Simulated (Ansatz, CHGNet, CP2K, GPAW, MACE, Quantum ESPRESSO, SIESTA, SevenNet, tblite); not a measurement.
# SIESTA on Ge(100) slab, H on the bottom face, dimerised (80 atoms): settings against a plane-wave reference

Aim: run Ge(100) slab, H on the bottom face, dimerised (80 atoms) in SIESTA and see how near its forces come to a plane-wave reference, and at what cost.

Program: SIESTA 5.4.2. Level of theory: the method is named at each step. Values are calculated unless marked as measured.

### Step 1. The starting structure

The cell holds 80 atoms: 64 Ge and 16 H. Cell: a = 16.003 Å, b = 8.002 Å, c = 20.785 Å, α = 90.0°, β = 90.0°, γ = 90.0°. It derives from Ge (diamond-structure). Diamond-structure Ge (a = 5.658 Å), (100) slab of 8 atomic planes, 4 x 2 surface cells, H on the broken bonds of the bottom face, 10 Å of vacuum; top atoms paired into dimers, p(2x2) buckling; displaced by a Gaussian of 0.02 Å. Then every atom was moved at random, 0.05 Å r.m.s. a Cartesian component (hydrogen 0.6 of that). Regions: slab, 64 atoms (64 Ge); hydrogen, 16 atoms (16 H). Vacuum lies along c.

The yardstick, on the same geometry:

* method: Kohn-Sham DFT, PBE, PAW, plane waves (Ansatz 0.2.0); cutoff 420 eV, Γ point, fermi-dirac smearing of 0.05 eV; PAW set soft_2
* r.m.s. force component: 0.7716 eV/Å
* longest force: 3.375 eV/Å
* SCF cycles: 11
* time: 26 s on 8 threads of Arm Neoverse V2, shared host
* CPU time: 3.3 min

### Step 2. PBE, DZP, shift 0.01 Ry, mesh 300 Ry

Method: Kohn-Sham DFT, PBE, PseudoDojo 0.4.1 norm-conserving pseudopotentials (converted to PSML), numerical atomic orbitals (DZP), diagonalisation.

The .psml files are PseudoDojo norm-conserving potentials that we converted to this format, checked against plane waves on the same files for H, C, O, Si, Ge and Ca alone.

File input.fdf:

```
SystemLabel cell
NumberOfAtoms 80
NumberOfSpecies 2
%block ChemicalSpeciesLabel
  1 32 Ge
  2 1 H
%endblock ChemicalSpeciesLabel
LatticeConstant 1.0 Ang
%block LatticeVectors
  16.00324 0.00000 0.00000
  0.00000 8.00162 0.00000
  0.00000 0.00000 20.78485
%endblock LatticeVectors
PAO.BasisSize DZP
PAO.EnergyShift 0.01 Ry
XC.Functional GGA
XC.Authors PBE
MeshCutoff 300 Ry
%block kgrid_Monkhorst_Pack
  1 0 0 0.0
  0 1 0 0.0
  0 0 1 0.0
%endblock kgrid_Monkhorst_Pack
SolutionMethod diagon
OccupationFunction FD
ElectronicTemperature 580 K
SCF.Mixer.Method Pulay
SCF.Mixer.Weight 0.05
SCF.Mixer.History 8
SCF.Mix Hamiltonian
MaxSCFIterations 300
SCF.DM.Tolerance 1e-04
SCF.H.Tolerance 1.0e-3 eV
WriteForces T
Write.HirshfeldPop T
Write.VoronoiPop T
Write.DM F
Write.H F
XML.Write F
AtomicCoordinatesFormat Fractional
%block AtomicCoordinatesAndAtomicSpecies
  0.12606 0.25051 0.28220 1
  0.99310 0.24706 0.35003 1
  0.99646 0.49684 0.41531 1
  0.12096 0.99598 0.49092 1
  0.12306 0.25650 0.55609 1
  0.00533 0.25199 0.62370 1
  0.00460 0.00044 0.68640 1
  0.12508 0.09226 0.76265 1
  0.12433 0.75049 0.28354 1
  0.99939 0.75863 0.34873 1
  0.99836 0.99968 0.41842 1
  0.13137 0.50012 0.48165 1
  0.12691 0.75510 0.55149 1
  0.99859 0.74996 0.62455 1
  0.00408 0.49149 0.68866 1
  0.12719 0.40542 0.73011 1
  0.37582 0.24946 0.28443 1
  0.24571 0.24873 0.34853 1
  0.24995 0.51024 0.42301 1
  0.37406 0.00848 0.48966 1
  0.38097 0.24390 0.55395 1
  0.25372 0.25236 0.62549 1
  0.25061 0.99794 0.69092 1
  0.37216 0.09917 0.72298 1
  0.37628 0.74782 0.28178 1
  0.24736 0.74597 0.34752 1
  0.25274 0.98373 0.41816 1
  0.37418 0.50623 0.48578 1
  0.37638 0.74648 0.55867 1
  0.25113 0.75052 0.62443 1
  0.25631 0.48616 0.69342 1
  0.38119 0.40917 0.75834 1
  0.62699 0.25094 0.28303 1
  0.50488 0.25001 0.34941 1
  0.49858 0.49419 0.41633 1
  0.63041 0.00833 0.48325 1
  0.62990 0.24596 0.55332 1
  0.50308 0.24291 0.61936 1
  0.50220 0.00541 0.69158 1
  0.62812 0.08933 0.76349 1
  0.62783 0.74803 0.28357 1
  0.49946 0.75443 0.35222 1
  0.50374 0.99079 0.42206 1
  0.62546 0.48903 0.48802 1
  0.62656 0.74889 0.55742 1
  0.49976 0.74812 0.62134 1
  0.49968 0.50678 0.68614 1
  0.62680 0.40274 0.72550 1
  0.87674 0.24951 0.28243 1
  0.74992 0.24336 0.34867 1
  0.75827 0.49799 0.42387 1
  0.88094 0.00017 0.48464 1
  0.88451 0.26994 0.55659 1
  0.74681 0.24736 0.62363 1
  0.75304 0.99660 0.69149 1
  0.87602 0.09942 0.72871 1
[... 20 atom lines left out ...]
  0.87556 0.09242 0.24007 2
  0.87688 0.40527 0.23987 2
  0.87725 0.90575 0.24128 2
  0.87461 0.59483 0.23951 2
%endblock AtomicCoordinatesAndAtomicSpecies
```

Started as:

```bash
> OMP_NUM_THREADS=1 siesta < input.fdf > output.txt
```

What it wrote:

```text
Version         : 5.4.2
reinit: System Name:
reinit: System Label: cell
initatom: Reading input for the pseudopotentials and atomic orbitals ----------
Species number:   1 Atomic number:   32 Label: Ge
Species number:   2 Atomic number:    1 Label: H
Ground state valence configuration (from tables):   4s02  4p02  4d00  4f00
Ground state valence configuration (from tables):   1s01  2p00  3d00  4f00
---- Processing specs for species: Ge
GGA--PBE XC_GGA_X_PBE--XC_GGA_C_PBE pb
Semicore shell(s) with 10 electrons included in the valence for Ge
---- Processing specs for species: H
GGA--PBE XC_GGA_X_PBE--XC_GGA_C_PBE pb
Semicore shell(s): 3d
Fallback to non-perturbative polarization scheme for Ge
Please see the manual if this is not desired in principle
Ge pseudopotential only contains V_ls up to l=2 -- lmxkb reset.
H pseudopotential only contains V_ls up to l=1 -- lmxkb reset.
Using PAO.SplitTailNorm
%block ChemicalSpeciesLabel
    1   32 Ge                      # Species index, atomic number, species label
    2    1 H                       # Species index, atomic number, species label
%endblock ChemicalSpeciesLabel
%block PAO.Basis                 # Define Basis set
Ge                    4                    # Species label, number of l-shells
 n=4   0   2                         # n, l, Nzeta
   5.264      3.748
   1.000      1.000
 n=4   1   2                         # n, l, Nzeta
   6.996      5.083
   1.000      1.000
 n=3   2   1                         # n, l, Nzeta
   2.782
   1.000
 n=4   2   1                         # n, l, Nzeta
   6.996
   1.000
H                     1                    # Species label, number of l-shells
 n=1   0   2 P   1                   # n, l, Nzeta, Polarization, NzetaPol
   5.233      3.529
   1.000      1.000
%endblock PAO.Basis
coor:   Atomic-coordinates input format  =     Fractional
siesta: System type = slab
initatomlists: Number of atoms, orbitals, and projectors:     80  1232  1232
siesta: ******************** Simulation parameters ****************************
Total number of electrons:   912.000000
Total ionic charge:   912.000000
 Kpoints in:            1 . Kpoints trimmed:            1
siesta: k-grid: Number of k-points = 1
siesta: k-points from Monkhorst-Pack grid
siesta: k-cutoff (effective) =     4.001 Ang
siesta: k-point supercell and displacements
siesta: k-grid:     1     0     0      0.000
siesta: k-grid:     0     1     0      0.000
siesta: k-grid:     0     0     1      0.000
                     ====================================
                        Single-point calculation
                     ====================================
outcell: Unit cell vectors (Ang):
       16.003240    0.000000    0.000000
        0.000000    8.001620    0.000000
        0.000000    0.000000   20.784850
outcell: Cell vector modules (Ang)   :   16.003240    8.001620   20.784850
outcell: Cell angles (23,13,12) (deg):     90.0000     90.0000     90.0000
outcell: Cell volume (Ang**3)        :   2661.5384
Gamma-point calculation with interaction between periodic images
Gamma-point calculation with interaction between periodic images
Some features might not work optimally:
Some features might not work optimally:
e.g. DM initialization from atomic data
e.g. DM initialization from atomic data
new_DM -- step:     1
Initializing Density Matrix...
Attempting to read DM from file... Failed...
DM filled with atomic data:
InitMesh: MESH = 180 x 90 x 240 = 3888000
InitMesh: Mesh cutoff (required, used) =   300.000   349.648 Ry
stepf: Fermi-Dirac step function
        iscf     Eharris(eV)        E_KS(eV)     FreeEng(eV)     dDmax    Ef(eV) dHmax(eV)
   scf:    1  -155682.927868  -155691.485493  -155691.634563  1.315621 -3.965487  5.194684
   scf:    2  -155696.736844  -155694.343744  -155694.494674  0.034906 -4.052304  4.235759
   scf:    3  -155699.082083  -155697.387624  -155697.562867  0.082481 -4.217050  2.142818
   scf:    4  -155698.929393  -155698.215346  -155698.401609  0.024276 -4.250675  1.589660
   scf:    5  -155699.562406  -155699.037782  -155699.238752  0.035632 -4.269948  0.787147
   scf:    6  -155699.135225  -155699.088780  -155699.289902  0.006123 -4.266196  0.679113
[...]
scf:   20  -155699.311467  -155699.311469  -155699.516938  0.000125 -4.152821  0.001427
   scf:   21  -155699.311468  -155699.311468  -155699.516939  0.000102 -4.152764  0.001176
   scf:   22  -155699.311478  -155699.311473  -155699.516939  0.000051 -4.152679  0.000829
SCF Convergence by DM+H criterion
max |DM_out - DM_in|         :     0.0000512491
max |H_out - H_in|      (eV) :     0.0008293706
SCF cycle converged after 22 iterations
Using DM_out to compute the final energy and forces
siesta: E_KS(eV) =          -155699.3115
siesta: E_KS - E_eggbox =   -155699.3115
siesta: Atomic forces (eV/Ang):
     1   -1.162737    0.245165    0.219004
     2    1.581611   -0.096732    0.233245
     3    1.437479    0.730776   -0.180718
     4    0.632710    1.614886   -1.245213
     5    1.240313   -0.458435   -0.756812
     6   -0.259710   -0.685556   -0.727158
[...]
78    0.047055   -0.309463   -0.091222
    79   -0.119650   -0.373029   -0.071225
    80   -0.025853    0.310211   -0.017685
----------------------------------------
   Tot   -0.040540   -0.005515   -0.001210
----------------------------------------
   Max    2.926604
   Res    0.847200    sqrt( Sum f_i^2 / 3N )
----------------------------------------
   Max    2.926604    constrained
Stress tensor Voigt[x,y,z,yz,xz,xy] (kbar):      -41.67      -64.40      -23.32       -4.31       -1.66       -1.56
(Free)E + p*V (eV/cell)  -155627.8665
Target enthalpy (eV/cell)  -155699.5169
siesta: Program's energy decomposition (eV):
siesta: Ebs     =    -20664.852746
siesta: Eions   =    156083.190058
siesta: Ena     =      3241.708072
siesta: Ekin    =    117291.024045
siesta: Enl     =    -82178.745526
siesta: DEna    =       219.287948
siesta: DUscf   =        14.117125
siesta: Ex      =    -36191.547321
siesta: Ec      =     -2011.965758
siesta: Exc     =    -38203.513079
siesta: Eharris =   -155699.311478
siesta: Etot    =   -155699.311473
siesta: FreeEng =   -155699.516939
siesta: Final energy (eV):
siesta:  Band Struct. =  -20664.852746
siesta:       Kinetic =  117291.024045
siesta:       Hartree =  259455.560861
siesta:         Exch. =  -36191.547321
siesta:         Corr. =   -2011.965758
siesta:   Exch.-corr. =  -38203.513079
siesta:  Ion-electron = -631264.079938
siesta:       Ion-ion =  137021.696637
siesta:         Total = -155699.311473
siesta:         Fermi =      -4.152679
siesta: Stress tensor (static) (eV/Ang**3):
siesta:    -0.026011   -0.000976   -0.001034
siesta:    -0.000976   -0.040196   -0.002687
siesta:    -0.001034   -0.002687   -0.014555
siesta: Cell volume =       2661.538396 Ang**3
siesta: Pressure (static):
siesta:                Solid            Molecule  Units
siesta:           0.00029320          0.00015416  Ry/Bohr**3
siesta:           0.02692068          0.01415474  eV/Ang**3
siesta:          43.13168444         22.67839932  kBar
    Orbital volume contribution        =          55.488463 eV
    (Free)E + p_basis*V_orbitals       =     -155644.028476 eV
    (Free)Eharris+ p_basis*V_orbitals  =     -155644.028481 eV
siesta: Electric dipole (a.u.)  =   -0.000000   -0.000000   -1.196496
siesta: Electric dipole (Debye) =   -0.000000   -0.000000   -3.041190
Hirshfeld Atomic Populations:
Atom #   charge [q] valence [e]  Species
     1     0.129543   13.870457  Ge
     2     0.014368   13.985632  Ge
     3     0.006824   13.993176  Ge
     4    -0.000463   14.000463  Ge
     5    -0.006540   14.006540  Ge
     6     0.002790   13.997210  Ge
[...]
62     0.029831   13.970169  Ge
    63    -0.019778   14.019778  Ge
    64    -0.040532   14.040532  Ge
    65    -0.068990    1.068990  H
    66    -0.070192    1.070192  H
    67    -0.066895    1.066895  H
    68    -0.066032    1.066032  H
    69    -0.074309    1.074309  H
    70    -0.072837    1.072837  H
[...]
78    -0.067398    1.067398  H
    79    -0.070991    1.070991  H
    80    -0.066220    1.066220  H
--------------------
 Total     0.000062
```

Run time: 6.8 min. Hardware: 1 thread of Arm Neoverse V2, shared host; peak memory 1.7 GiB.

Banners and routine set-up lines are dropped from the logs; longer cuts are marked.

Compared with the plane-wave run:

| Quantity | Value |
| --- | --- |
| r.m.s. force component | 0.8472 eV/Å |
| r.m.s. difference of force components | 119.8 meV/Å |
| longest difference of force vectors | 479.2 meV/Å |
| force difference over r.m.s. force | 15.52 % |
| slope of forces against the reference's | 1.091 |
| correlation of force components | 0.9934 |

Length of the force difference by element (eV/Å):

```
element  atoms   mean   most
     Ge     64   0.20   0.48
      H     16  0.067  0.083
```

A closer look about Ge2, picked at random: 9 atoms, nearest first, numbered in the order of the input, with positions taken from that point.

```
atom      x      y      z  distance (Å)  bonds  Hirshfeld charge (e)     Fx     Fy  Fz (eV/Å)
 Ge2   0.00   0.00   0.00          0.00      4                  0.01   1.58  -0.10       0.23
Ge49  -1.86   0.02  -1.41          2.33      4                  0.12  -1.05  -0.19      -0.76
 Ge3   0.05   2.00   1.36          2.42      4                  0.01   1.44   0.73      -0.18
Ge11   0.08  -1.98   1.42          2.44      4                  0.01   0.97   0.13      -0.41
 Ge1   2.13   0.03  -1.41          2.55      4                  0.13  -1.16   0.25       0.22
 H77  -1.88  -1.24  -2.29          3.21      1                 -0.07   0.07   0.42      -0.10
 H78  -1.86   1.27  -2.29          3.21      1                 -0.07   0.05  -0.31      -0.09
 H66   2.12  -1.20  -2.27          3.34      1                 -0.07  -0.01  -0.03      -0.39
 H65   2.13   1.28  -2.27          3.36      1                 -0.07  -0.04  -0.22      -0.21
```

Forces lie 16 % from the reference's, at 2.1 times its CPU time (on 1 against 8 cores).

The difference per atom is largest on Ge (0.20 eV/Å on average, against 0.067 on H).

### Step 3. PBE, TZP, shift 0.01 Ry, mesh 300 Ry

Method: Kohn-Sham DFT, PBE, PseudoDojo 0.4.1 norm-conserving pseudopotentials (converted to PSML), numerical atomic orbitals (TZP), diagonalisation.

input.fdf: that of step 2 with these lines changed.

```diff
@@ -13,3 +13,3 @@
 %endblock LatticeVectors
-PAO.BasisSize DZP
+PAO.BasisSize TZP
 PAO.EnergyShift 0.01 Ry
```

Started as:

```bash
> OMP_NUM_THREADS=1 mpirun -np 2 siesta < input.fdf > output.txt
```

What it wrote:

```text
Version         : 5.4.2
reinit: System Name:
reinit: System Label: cell
initatom: Reading input for the pseudopotentials and atomic orbitals ----------
Species number:   1 Atomic number:   32 Label: Ge
Species number:   2 Atomic number:    1 Label: H
Ground state valence configuration (from tables):   4s02  4p02  4d00  4f00
Ground state valence configuration (from tables):   1s01  2p00  3d00  4f00
---- Processing specs for species: Ge
GGA--PBE XC_GGA_X_PBE--XC_GGA_C_PBE pb
Semicore shell(s) with 10 electrons included in the valence for Ge
[... lines left out ...]
stepf: Fermi-Dirac step function
        iscf     Eharris(eV)        E_KS(eV)     FreeEng(eV)     dDmax    Ef(eV) dHmax(eV)
[... lines left out ...]
SCF Convergence by DM+H criterion
[... lines left out ...]
SCF cycle converged after 22 iterations
[... lines left out ...]
   Max    2.929989
[... lines left out ...]
   Max    2.929989    constrained
Stress tensor Voigt[x,y,z,yz,xz,xy] (kbar):      -38.14      -62.21      -20.84       -4.25       -1.49       -1.57
[... lines left out ...]
siesta: FreeEng =   -155705.328295
[... lines left out ...]
siesta:  Ion-electron = -631149.510518
siesta:       Ion-ion =  137021.696637
siesta:         Total = -155705.123655
siesta:         Fermi =      -4.153575
siesta: Stress tensor (static) (eV/Ang**3):
siesta:    -0.023804   -0.000979   -0.000928
siesta:    -0.000979   -0.038828   -0.002653
siesta:    -0.000928   -0.002653   -0.013006
siesta: Cell volume =       2661.538396 Ang**3
siesta: Pressure (static):
siesta:                Solid            Molecule  Units
siesta:           0.00027460          0.00013987  Ry/Bohr**3
siesta:           0.02521271          0.01284262  eV/Ang**3
siesta:          40.39521195         20.57615084  kBar
    Orbital volume contribution        =          69.128126 eV
    (Free)E + p_basis*V_orbitals       =     -155636.200169 eV
    (Free)Eharris+ p_basis*V_orbitals  =     -155636.200183 eV
siesta: Electric dipole (a.u.)  =   -0.000000   -0.000000   -1.128904
siesta: Electric dipole (Debye) =   -0.000000   -0.000000   -2.869387
Hirshfeld Atomic Populations:
Atom #   charge [q] valence [e]  Species
     1     0.129299   13.870701  Ge
     2     0.014540   13.985460  Ge
     3     0.006497   13.993503  Ge
[...]
63    -0.020286   14.020286  Ge
    64    -0.040329   14.040329  Ge
    65    -0.068891    1.068891  H
    66    -0.070073    1.070073  H
    67    -0.066832    1.066832  H
[...]
79    -0.070917    1.070917  H
    80    -0.066184    1.066184  H
--------------------
 Total     0.000075
```

It took 4.8 min on 2 MPI ranks; peak memory 2.3 GiB; 9.5 min of CPU time.

Compared with the plane-wave run:

```yaml
r_m_s_force_component: 0.8498 eV/Å
r_m_s_difference_of_force_components: 114.5 meV/Å
longest_difference_of_force_vectors: 459.4 meV/Å
force_difference_over_r_m_s_force: 14.84 %
slope_of_forces_against_the_reference_s: 1.095
correlation_of_force_components: 0.9947
```

Against the first run (16 %), the force difference from the reference is 15 %, at 1.4 times the CPU time (on 2 against 1 cores), with 1504 basis functions against 1232.

The difference per atom is largest on Ge (0.20 eV/Å on average, against 0.074 on H).

### Step 4. PBE, DZP, shift 0.01 Ry, mesh 200 Ry

Method: Kohn-Sham DFT, PBE, PseudoDojo 0.4.1 norm-conserving pseudopotentials (converted to PSML), numerical atomic orbitals (DZP), diagonalisation.

input.fdf: that of step 3 with these lines changed.

```diff
@@ -13,3 +13,3 @@
 %endblock LatticeVectors
-PAO.BasisSize TZP
+PAO.BasisSize DZP
 PAO.EnergyShift 0.01 Ry
@@ -17,3 +17,3 @@
 XC.Authors PBE
-MeshCutoff 300 Ry
+MeshCutoff 200 Ry
 %block kgrid_Monkhorst_Pack
```

Started as:

```bash
> OMP_NUM_THREADS=1 siesta < input.fdf > output.txt
```

What it wrote:

```text
Version         : 5.4.2
reinit: System Name:
reinit: System Label: cell
initatom: Reading input for the pseudopotentials and atomic orbitals ----------
Species number:   1 Atomic number:   32 Label: Ge
Species number:   2 Atomic number:    1 Label: H
Ground state valence configuration (from tables):   4s02  4p02  4d00  4f00
Ground state valence configuration (from tables):   1s01  2p00  3d00  4f00
---- Processing specs for species: Ge
GGA--PBE XC_GGA_X_PBE--XC_GGA_C_PBE pb
Semicore shell(s) with 10 electrons included in the valence for Ge
[... lines left out ...]
stepf: Fermi-Dirac step function
        iscf     Eharris(eV)        E_KS(eV)     FreeEng(eV)     dDmax    Ef(eV) dHmax(eV)
[... lines left out ...]
SCF Convergence by DM+H criterion
[... lines left out ...]
SCF cycle converged after 22 iterations
[... lines left out ...]
   Max    2.927445
[... lines left out ...]
   Max    2.927445    constrained
Stress tensor Voigt[x,y,z,yz,xz,xy] (kbar):      -42.52      -65.31      -24.41       -4.31       -1.66       -1.56
[... lines left out ...]
siesta: FreeEng =   -155700.412322
[... lines left out ...]
siesta:  Ion-electron = -631265.359957
siesta:       Ion-ion =  137021.706508
siesta:         Total = -155700.206858
siesta:         Fermi =      -4.153807
siesta: Stress tensor (static) (eV/Ang**3):
siesta:    -0.026537   -0.000975   -0.001038
siesta:    -0.000975   -0.040766   -0.002687
siesta:    -0.001038   -0.002687   -0.015233
siesta: Cell volume =       2661.538396 Ang**3
siesta: Pressure (static):
siesta:                Solid            Molecule  Units
siesta:           0.00029964          0.00016142  Ry/Bohr**3
siesta:           0.02751161          0.01482134  eV/Ang**3
siesta:          44.07846228         23.74640063  kBar
    Orbital volume contribution        =          55.488463 eV
    (Free)E + p_basis*V_orbitals       =     -155644.923859 eV
    (Free)Eharris+ p_basis*V_orbitals  =     -155644.923864 eV
siesta: Electric dipole (a.u.)  =   -0.000000   -0.000000   -1.197645
siesta: Electric dipole (Debye) =   -0.000000   -0.000000   -3.044110
Hirshfeld Atomic Populations:
Atom #   charge [q] valence [e]  Species
     1     0.129465   13.870535  Ge
     2     0.014346   13.985654  Ge
     3     0.006842   13.993158  Ge
[...]
63    -0.019780   14.019780  Ge
    64    -0.040541   14.040541  Ge
    65    -0.068940    1.068940  H
    66    -0.070147    1.070147  H
    67    -0.066844    1.066844  H
[...]
79    -0.070941    1.070941  H
    80    -0.066174    1.066174  H
--------------------
 Total     0.000075
```

It took 3.7 min on 1 thread; peak memory 1 GiB.

Compared with the plane-wave run:

```
r.m.s. force component                          : 0.8469 eV/Å
r.m.s. difference of force components           : 118.8 meV/Å
longest difference of force vectors             : 470.9 meV/Å
force difference over r.m.s. force              : 15.4 %
slope of forces against the reference's         : 1.091
correlation of force components                 : 0.9935
energy less the same-level run's                : -11.19 meV/atom
r.m.s. force difference from the same-level run : 4.625 meV/Å
```

Against the first run (16 %), the force difference from the reference is 15 %, at 0.54 times the CPU time: the change moves forces by 4.6 meV/Å r.m.s., so most of the difference comes from elsewhere.

The difference per atom is largest on Ge (0.20 eV/Å on average, against 0.067 on H).

[end of part 1 of 2]

[Long decimals in the printed logs are rounded to 6 places.]

[Also dropped from logs without a mark: lines with file paths, logging warnings of Python, QE's lines on negative density and diagonalisation, SIESTA's first energy breakdown, zero terms and Voronoi charges.]

[Logs are printed without paths, hosts, clocks, repeated set-up lines and the standing remarks that a program may print on its own settings, such as how far it seeks lower states.]

[Hosts, paths, dates, database ids (printed as entryN), source tags and the programs' standing remarks are cut or masked in the printed files.]

[Most failed runs of this program on this cell are left out, timed-out ones always.]

[Atoms that the run held fixed were not displaced.]
